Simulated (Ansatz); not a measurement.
# Static equation of state of amorphous Si (76 atoms)

Density of this cell: 2.32 g/cm³. The cell holds 76 atoms: 76 Si. Cell: a = 11.622 Å, b = 11.354 Å, c = 11.623 Å, α = 85.6°, β = 88.0°, γ = 91.4°. The starting structure: 76 atoms (76 Si) placed at random at 2.32 g/cm³, melted at 3500 K for 10 ps at fixed volume with the Tersoff potential (Tersoff, Phys. Rev. B 39, 5566 (1989)). Quenched from 3100 K to 500 K at 10 K/ps and fixed volume, annealed at 900 K for 50 ps, held 5 ps.

Calculated with Ansatz 0.2.0: Kohn-Sham DFT, PBE, PAW (set soft_2), plane waves; cutoff 420 eV, Γ point, gaussian smearing of 0.05 eV. Cell and atoms were relaxed first, to V0 = 20.103 Å³ an atom at a residual P0 = 0.002 GPa. The cell was then scaled evenly, and the atoms were relaxed at each volume.

| volume (Å³/atom) | pressure (GPa) |
| --- | --- |
| 18.092 | 8.539 |
| 18.896 | ? |
| 19.500 | 2.225 |
| 20.706 | -1.971 |
| 21.309 | -3.639 |

Task: Fit the third-order Birch–Murnaghan equation to the rows given and interpolate to the withheld row.

**Working.**

Take the Eulerian strain f = ½[(V0/V)^(2/3) − 1] and the normalised pressure F = (P − P0) / [3f(1 + 2f)^(5/2)]. The third-order Birch–Murnaghan equation is then the line F = B0 + (3/2)B0(B′ − 4) f, so u = f and v = F.

```
      u = f  v = F (GPa)
  0.0363829      65.6163
  0.0102570      68.6574
-0.00975625      70.8284
 -0.0190502      70.2078
```

With n = 4: mean u = 0.00445835, mean v = 68.8275, Σ(u − ū)² = 0.0018075, Σ(u − ū)(v − v̄) = -0.16440. Slope b = -0.16440 / 0.0018075 = -90.952; intercept a = v̄ − b ū = 69.233.

So B0 = a = 69.2 GPa and B′ = 4 + 2b/(3a) = 3.12. At the withheld volume f = 0.02106, F = a + b f = 67.32 GPa, and P = P0 + 3f(1 + 2f)^(5/2) F.

Prediction at 18.896: 4.717 GPa. The run gave 4.697 GPa, so the fit is high by 0.019 GPa (0.41 % of the value).

The series isn't one smooth equation of state: the count of bonds changes along the series. B0 and B′ are then only the numbers of this fit, not moduli of the material. Among the rows given, the largest miss of the fit is at 18.092, by 0.040 GPa (0.33 % of the range of the table).

Limits: Static cells at zero temperature; the cell shape is held. The program notes that the SCF threshold of these relaxations is loose for the stress. The quench rate of 10 K/ps is many orders above laboratory rates, so the cell is likely richer in defects and strain than a real sample. The network of bonds at the start is that of the classical potential that made the cell, and needn't be the one that DFT or experiment would give. Only the Γ point is sampled, in a cell whose shortest periodic width is 11 Å.

[Long decimals in the printed logs are rounded to 6 places.]

[Logs are printed without paths, hosts, clocks, repeated set-up lines and the standing remarks that a program may print on its own settings, such as how far it seeks lower states.]

[Hosts, paths, dates, database ids (printed as entryN), source tags and the programs' standing remarks are cut or masked in the printed files.]
